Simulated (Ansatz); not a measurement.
# Graphene zigzag nanoribbon, H-capped, B on C sites (72 atoms): geometry optimisation, part 2 of 3

Wanted: the relaxed structure of graphene zigzag nanoribbon, H-capped, B on C sites (72 atoms) and its electronic structure.

Ansatz 0.2.0; Kohn-Sham DFT, LDA, PAW (set soft_2), plane waves.

The cell: 53 C, 7 B and 12 H. The main run has no spin polarisation. Only the Γ point is sampled, in a cell whose periodic width is 15 Å.

So far. Step 2 (Single point at the start): The r.m.s. force component of 1.9 eV/Å sets the starting point.

### Step 3. Relaxation

With the cell held, the atoms are moved downhill towards a nearby minimum.

Input file input.yaml:

```yaml
crystal:
  lattice:
    - [14.76, 0.0, 0.0]
    - [0.0, 21.41183, 0.0]
    - [0.0, 0.0, 10.0]
  atoms:
    [... the 72 atom lines of step 2 ...]
kpoints:
  mp_grid: { grid: [1, 1, 1] }
hamiltonian:
  xc: lda
scf:
  occupations: { method: fermi_dirac, width: 0.025 }
output:
  forces: true
relax:
  f_tol: 0.03
  max_steps: 181
```

The run is started by

```
$ ansatz run input.yaml --threads 4 --pin off --max-ram 8192MiB --backend cpu --events-out ev --progress --plain --runs-dir out
```

Numbers of over 12 decimals in the logs are rounded to 6 here.

What it wrote:

```text
[...]
Crystal: 72 atoms, lattice volume = 3160.386 Å³
Basis set: ecut = 420 eV, 61875 PW (Γ)
Bands: 195, of which v1, the nominal top of the filled ones, is band 123 counted from 1 (122 counted from 0)
Symmetry: 1 space group operations
[...]
k-points: 1
[...]
SCF iter   1: F=—  HF=-14094.177749 eV  |F-HF|=—  |Δ(HF+E_count)|=         —  Δρ=8.00e-3  dr2=7.30e0  ethr=1.77e-3  ⟨swp⟩=7.0  Hψ=995  notcnv=0  defer=59
[...]
SCF iter  15: F=-14092.899338 eV  HF=-14092.899327 eV  |F-HF|=1.10e-5  |Δ(HF+E_count)|=   1.17e-5  Δρ=1.76e-5  dr2=1.27e-5  ethr=9.18e-9  ⟨swp⟩=4.0  Hψ=532  notcnv=0
SCF 1 converged in 15 iterations: F = -14092.899338 eV  dr2 = 1.27e-5
[...]
relax step   1: F+E_penalty+E_count = -14092.89933847 eV  Δ(F+E_penalty+E_count) = +0.000e0 eV  max|allowed force component| = 1.156e1 eV/Å  Δτ_max = 0.0000 Å  (15 SCF iters, dr2 threshold 2.25e-5 eV, accepted)
[...]
relax step   2: F+E_penalty+E_count = -14098.34430349 eV  Δ(F+E_penalty+E_count) = -5.445e0 eV  max|allowed force component| = 4.400e0 eV/Å  Δτ_max = 0.1992 Å  (13 SCF iters, dr2 threshold 1.00e-4 eV, accepted)
[...]
relax step   3: F+E_penalty+E_count = -14099.41634115 eV  Δ(F+E_penalty+E_count) = -1.072e0 eV  max|allowed force component| = 9.878e-1 eV/Å  Δτ_max = 0.2000 Å  (12 SCF iters, dr2 threshold 1.00e-4 eV, accepted)
relax step   4: F+E_penalty+E_count = -14099.47251542 eV  Δ(F+E_penalty+E_count) = -5.617e-2 eV  max|allowed force component| = 4.396e-1 eV/Å  Δτ_max = 0.2000 Å  (11 SCF iters, dr2 threshold 6.10e-5 eV, accepted)
relax step   5: F+E_penalty+E_count = -14099.41705559 eV  Δ(F+E_penalty+E_count) = +5.546e-2 eV  max|allowed force component| = 5.869e-1 eV/Å  Δτ_max = 0.2000 Å  (12 SCF iters, dr2 threshold 1.21e-5 eV, rejected (line search))
relax step   6: F+E_penalty+E_count = -14099.53216896 eV  Δ(F+E_penalty+E_count) = -5.965e-2 eV  max|allowed force component| = 7.457e-2 eV/Å  Δτ_max = 0.0971 Å  (16 SCF iters, accepted)
relax step   7: F+E_penalty+E_count = -14099.54397003 eV  Δ(F+E_penalty+E_count) = -1.180e-2 eV  max|allowed force component| = 6.796e-2 eV/Å  Δτ_max = 0.0648 Å  (13 SCF iters, accepted)
relax step   8: F+E_penalty+E_count = -14099.57021783 eV  Δ(F+E_penalty+E_count) = -2.625e-2 eV  max|allowed force component| = 1.729e-1 eV/Å  Δτ_max = 0.1459 Å  (15 SCF iters, accepted)
relax step   9: F+E_penalty+E_count = -14099.59334625 eV  Δ(F+E_penalty+E_count) = -2.313e-2 eV  max|allowed force component| = 2.028e-1 eV/Å  Δτ_max = 0.1948 Å  (11 SCF iters, dr2 threshold 2.48e-5 eV, accepted)
relax step  10: F+E_penalty+E_count = -14099.60157328 eV  Δ(F+E_penalty+E_count) = -8.227e-3 eV  max|allowed force component| = 1.554e-1 eV/Å  Δτ_max = 0.1050 Å  (9 SCF iters, dr2 threshold 4.11e-5 eV, accepted)
relax step  11: F+E_penalty+E_count = -14099.61251321 eV  Δ(F+E_penalty+E_count) = -1.094e-2 eV  max|allowed force component| = 1.331e-1 eV/Å  Δτ_max = 0.0790 Å  (10 SCF iters, dr2 threshold 1.42e-5 eV, accepted)
relax step  12: F+E_penalty+E_count = -14099.62305230 eV  Δ(F+E_penalty+E_count) = -1.054e-2 eV  max|allowed force component| = 1.356e-1 eV/Å  Δτ_max = 0.0850 Å  (10 SCF iters, dr2 threshold 1.04e-5 eV, accepted)
relax step  13: F+E_penalty+E_count = -14099.65103588 eV  Δ(F+E_penalty+E_count) = -2.798e-2 eV  max|allowed force component| = 2.124e-1 eV/Å  Δτ_max = 0.1986 Å  (11 SCF iters, dr2 threshold 1.35e-5 eV, accepted)
relax step  14: F+E_penalty+E_count = -14099.67529679 eV  Δ(F+E_penalty+E_count) = -2.426e-2 eV  max|allowed force component| = 2.643e-1 eV/Å  Δτ_max = 0.1965 Å  (10 SCF iters, dr2 threshold 4.51e-5 eV, accepted)
relax step  15: F+E_penalty+E_count = -14099.69857096 eV  Δ(F+E_penalty+E_count) = -2.327e-2 eV  max|allowed force component| = 2.195e-1 eV/Å  Δτ_max = 0.1442 Å  (9 SCF iters, dr2 threshold 6.99e-5 eV, accepted)
relax step  16: F+E_penalty+E_count = -14099.72048845 eV  Δ(F+E_penalty+E_count) = -2.192e-2 eV  max|allowed force component| = 1.108e-1 eV/Å  Δτ_max = 0.1533 Å  (10 SCF iters, dr2 threshold 3.32e-5 eV, accepted)
relax step  17: F+E_penalty+E_count = -14099.73200417 eV  Δ(F+E_penalty+E_count) = -1.152e-2 eV  max|allowed force component| = 1.323e-1 eV/Å  Δτ_max = 0.1793 Å  (13 SCF iters, dr2 threshold 3.12e-6 eV, accepted)
relax step  18: F+E_penalty+E_count = -14099.74038720 eV  Δ(F+E_penalty+E_count) = -8.383e-3 eV  max|allowed force component| = 1.183e-1 eV/Å  Δτ_max = 0.0861 Å  (11 SCF iters, dr2 threshold 4.45e-6 eV, accepted)
relax step  19: F+E_penalty+E_count = -14099.74486073 eV  Δ(F+E_penalty+E_count) = -4.474e-3 eV  max|allowed force component| = 7.117e-2 eV/Å  Δτ_max = 0.0469 Å  (9 SCF iters, dr2 threshold 1.12e-5 eV, accepted)
relax step  20: F+E_penalty+E_count = -14099.74785966 eV  Δ(F+E_penalty+E_count) = -2.999e-3 eV  max|allowed force component| = 4.251e-2 eV/Å  Δτ_max = 0.0331 Å  (10 SCF iters, dr2 threshold 1.83e-6 eV, accepted)
relax step  21: F+E_penalty+E_count = -14099.74933935 eV  Δ(F+E_penalty+E_count) = -1.480e-3 eV  max|allowed force component| = 2.443e-2 eV/Å  Δτ_max = 0.0447 Å  (14 SCF iters, accepted)
relax step  22: F+E_penalty+E_count = -14099.75015841 eV  Δ(F+E_penalty+E_count) = -8.191e-4 eV  max|allowed force component| = 2.323e-2 eV/Å  Δτ_max = 0.0406 Å  (13 SCF iters, accepted)
[...]
relax step  23: F+E_penalty+E_count = -14099.75054689 eV  Δ(F+E_penalty+E_count) = -3.885e-4 eV  max|allowed force component| = 2.281e-2 eV/Å  Δτ_max = 0.0370 Å  (12 SCF iters, accepted)
SCF converged after 12 iterations
Free energy (F): -14099.750547 eV
[...]
Internal energy: -14099.703620 eV  (E = F + TS)
E sigma→0 (E₀):  -14099.727083 eV
Entropy (-TS):   -0.046927 eV (-0.652 meV/atom)
Fermi energy:    -3.190829 eV
[...]
--- Forces (eV/Å), atoms counted from 1 ---
  atom   1  C     -0.00446689    -0.00432672    -0.00147051
  atom   2  C      0.00063984     0.00740502     0.00216624
  atom   3  C     -0.00104726    -0.00500520    -0.00010973
  atom   4  C      0.00388478     0.00064017     0.00070198
  atom   5  C      0.00428890    -0.00356150    -0.00120292
  atom   6  C     -0.00125907     0.00469661     0.00074544
  atom   7  C      0.00459853    -0.00358595    -0.00156618
  atom   8  B     -0.00390604     0.00145643    -0.00079709
  atom   9  C      0.00685461    -0.00614365     0.00266106
  atom  10  C     -0.00131037     0.00446990    -0.00095437
  atom  11  C     -0.00210024    -0.00045101     0.00049644
  atom  12  C     -0.00195887     0.00393145    -0.00311084
  atom  13  B     -0.00042530    -0.00688389    -0.00074628
  atom  14  C      0.00304006     0.00435408     0.00137198
[...]
atom  71  H     -0.00160000    -0.00469963    -0.00030936
  atom  72  H     -0.00167691     0.01246221    -0.00243222
  max |Σ_I F_I| component: 2.69e-4 eV/Å
--- Relaxed structure (23 steps of the walk, 22 accepted, 0 SCFs on fresh bases) ---
  F+E_penalty+E_count = -14099.75054689 eV   max|allowed force component| = 2.281e-2 eV/Å
  atoms:
    - { symbol: C, position: [0.998557, 0.315009, 0.492002] }
    - { symbol: C, position: [0.081345, 0.282693, 0.492832] }
    - { symbol: C, position: [0.081479, 0.413674, 0.521974] }
    - { symbol: C, position: [0.997690, 0.382158, 0.501537] }
[...]
- { symbol: H, position: [0.832655, 0.776572, 0.428805] }
```

It took 4.5 min on 4 threads of Arm Neoverse V2, shared host; peak memory 2 GiB; 17 min of CPU time.

Step by step (22 of 23):

| step | energy less that of the first step (eV) | largest force component (eV/Å) |
| --- | --- | --- |
| 1 | 0.0000 | 11.5647 |
| 2 | -5.4450 | 4.3997 |
| 3 | -6.5170 | 0.9878 |
| 4 | -6.5732 | 0.4396 |
| 5 | -6.5177 | 0.5869 |
| 6 | -6.6328 | 0.0746 |
| 7 | -6.6446 | 0.0680 |
| 8 | -6.6709 | 0.1729 |
| 9 | -6.6940 | 0.2028 |
| 10 | -6.7022 | 0.1554 |
| 11 | -6.7132 | 0.1331 |
| 13 | -6.7517 | 0.2124 |
| 14 | -6.7760 | 0.2643 |
| 15 | -6.7992 | 0.2195 |
| 16 | -6.8212 | 0.1108 |
| 17 | -6.8327 | 0.1323 |
| 18 | -6.8410 | 0.1183 |
| 19 | -6.8455 | 0.0712 |
| 20 | -6.8485 | 0.0425 |
| 21 | -6.8500 | 0.0244 |
| 22 | -6.8508 | 0.0232 |
| 23 | -6.8512 | 0.0228 |

Relaxation step 5 was tried and not accepted.

The atoms that moved most (Å):

| atom | dx | dy | dz | length |
| --- | --- | --- | --- | --- |
| C16 | -0.097 | -0.018 | 0.876 | 0.882 |
| B25 | -0.053 | 0.075 | 0.852 | 0.857 |
| H72 | -0.006 | 0.220 | -0.712 | 0.745 |
| C28 | 0.009 | 0.109 | 0.654 | 0.663 |
| H70 | 0.008 | -0.010 | -0.626 | 0.626 |
| B13 | -0.004 | -0.049 | 0.602 | 0.604 |
| C15 | -0.050 | -0.012 | 0.545 | 0.548 |
| C17 | 0.021 | 0.036 | 0.530 | 0.532 |

The relaxation changed the energy by -95.2 meV/atom, and atoms moved by 0.33 Å r.m.s., 0.88 Å at most.

### Step 4. Local order after relaxation

Bonds before and after, by the cutoffs listed below:

| pair | bonds before | bonds after | mean before (Å) | mean after (Å) | spread before (Å) | spread after (Å) |
| --- | --- | --- | --- | --- | --- | --- |
| C-C | 66 | 66 | 1.423 | 1.414 | 0.026 | 0.021 |
| C-H | 10 | 10 | 1.101 | 1.097 | 0.016 | 0.001 |
| C-B | 17 | 17 | 1.412 | 1.503 | 0.038 | 0.010 |
| H-B | 2 | 2 | 1.057 | 1.208 | 0.006 | 0.001 |
| B-B | 1 | 1 | 1.402 | 1.633 | 0.000 | 0.000 |

Normalised to the volume that the atoms fill. g(r), total and by pair (bins of 0.2 Å):

| r (Å) | total | C-C | C-H | C-B | H-H | H-B | B-B |
| --- | --- | --- | --- | --- | --- | --- | --- |
| 1.00 | 0.96 | 0.00 | 3.93 | 0.00 | 0.00 | 0.00 | 0.00 |
| 1.20 | 0.15 | 0.00 | 0.00 | 0.00 | 0.00 | 4.58 | 0.00 |
| 1.40 | 4.03 | 6.79 | 0.00 | 2.50 | 0.00 | 0.00 | 0.00 |
| 1.60 | 0.52 | 0.00 | 0.00 | 3.35 | 0.00 | 0.00 | 4.46 |
| 1.80 | 0.00 | 0.00 | 0.00 | 0.00 | 0.00 | 0.00 | 0.00 |
| 2.00 | 0.00 | 0.00 | 0.00 | 0.00 | 0.00 | 0.00 | 0.00 |
| 2.20 | 0.48 | 0.00 | 1.95 | 0.00 | 0.00 | 0.00 | 0.00 |
| 2.40 | 2.25 | 3.19 | 0.32 | 1.92 | 6.06 | 0.00 | 0.00 |
| 2.60 | 1.07 | 0.81 | 0.70 | 2.40 | 1.84 | 1.44 | 1.78 |
| 2.80 | 0.78 | 0.90 | 0.48 | 1.08 | 0.00 | 0.46 | 0.00 |
| 3.00 | 0.36 | 0.50 | 0.05 | 0.44 | 0.00 | 0.00 | 1.38 |
| 3.20 | 0.00 | 0.00 | 0.00 | 0.00 | 0.00 | 0.00 | 0.00 |
| 3.40 | 0.19 | 0.00 | 0.77 | 0.00 | 0.00 | 0.00 | 0.00 |
| 3.60 | 0.05 | 0.03 | 0.14 | 0.00 | 0.00 | 0.00 | 0.00 |
| 3.80 | 1.07 | 1.44 | 0.12 | 1.72 | 0.00 | 0.00 | 0.79 |
| 4.00 | 0.17 | 0.07 | 0.39 | 0.20 | 0.00 | 0.44 | 0.00 |
| 4.20 | 0.49 | 0.56 | 0.40 | 0.60 | 0.00 | 0.00 | 0.65 |
| 4.40 | 0.40 | 0.54 | 0.02 | 0.73 | 0.00 | 0.00 | 0.00 |
| 4.60 | 0.10 | 0.00 | 0.36 | 0.00 | 0.00 | 0.47 | 0.00 |
| 4.80 | 0.17 | 0.12 | 0.31 | 0.03 | 0.85 | 0.00 | 0.00 |
| 5.00 | 0.72 | 0.79 | 0.45 | 0.79 | 1.13 | 0.55 | 1.88 |
| 5.20 | 0.48 | 0.64 | 0.12 | 0.67 | 0.00 | 0.13 | 0.88 |
| 5.40 | 0.05 | 0.02 | 0.09 | 0.03 | 0.00 | 0.36 | 0.42 |
| 5.60 | 0.08 | 0.12 | 0.03 | 0.07 | 0.00 | 0.00 | 0.00 |
| 5.80 | 0.16 | 0.15 | 0.11 | 0.30 | 0.00 | 0.10 | 0.00 |
| 6.00 | 0.05 | 0.01 | 0.11 | 0.00 | 0.00 | 0.39 | 0.00 |
| 6.20 | 0.36 | 0.41 | 0.33 | 0.36 | 0.00 | 0.36 | 0.00 |
| 6.40 | 0.26 | 0.21 | 0.34 | 0.27 | 0.00 | 0.59 | 0.58 |

Bonds by pair of elements; cutoffs follow the first minimum of g(r), held within bounds set by covalent radii, and pairs that aren't listed don't count as bonded:

| pair A-B | cutoff (Å) | bonds | mean length (Å) | spread (Å) | shortest (Å) | B about A | A about B |
| --- | --- | --- | --- | --- | --- | --- | --- |
| C-C | 1.82 | 66 | 1.41 | 0.021 | 1.38 | 2.49 | 2.49 |
| C-H | 1.39 | 10 | 1.10 | 0.001 | 1.10 | 0.189 | 0.833 |
| C-B | 1.93 | 17 | 1.50 | 0.01 | 1.49 | 0.321 | 2.43 |
| H-B | 1.49 | 2 | 1.21 | 0.001 | 1.21 | 0.167 | 0.286 |
| B-B | 2.02 | 1 | 1.63 | 0 | 1.63 | 0.286 | 0.286 |

How many atoms have how many bonded neighbours:

| element | mean | 1 | 3 |
| --- | --- | --- | --- |
| B | 3 | 0 | 7 |
| C | 3 | 0 | 53 |
| H | 1 | 12 | 0 |

Bond angles, per cent of each kind in bins of 5°:

| angle (°) | C-C-C | B-C-C | C-C-H | C-B-C |
| --- | --- | --- | --- | --- |
| 110–115 | 0.0 | 6.2 | 0.0 | 0.0 |
| 115–120 | 47.2 | 68.8 | 90.0 | 61.5 |
| 120–125 | 51.9 | 25.0 | 10.0 | 38.5 |
| 125–130 | 0.9 | 0.0 | 0.0 | 0.0 |

Bond angles (no mean is given where the spread exceeds 20°):

| angle | count | mean (°) | spread (°) |
| --- | --- | --- | --- |
| C-C-C | 106 | 120 | 1.8 |
| B-C-C | 32 | 119 | 2 |
| C-C-H | 20 | 119 | 0.9 |
| C-B-C | 13 | 120 | 2.4 |
| B-B-C | 4 | 117 | 2.9 |

With the cutoffs above, all B atoms have 3, all C atoms have 3 and all H atoms have 1 bonded neighbour. The C-C-C angle averages 120° with a spread of 1.8°.

[end of part 2 of 3]

[Logs are printed without paths, hosts, clocks, repeated set-up lines and the standing remarks that a program may print on its own settings, such as how far it seeks lower states.]

[Hosts, paths, dates, database ids (printed as entryN), source tags and the programs' standing remarks are cut or masked in the printed files.]
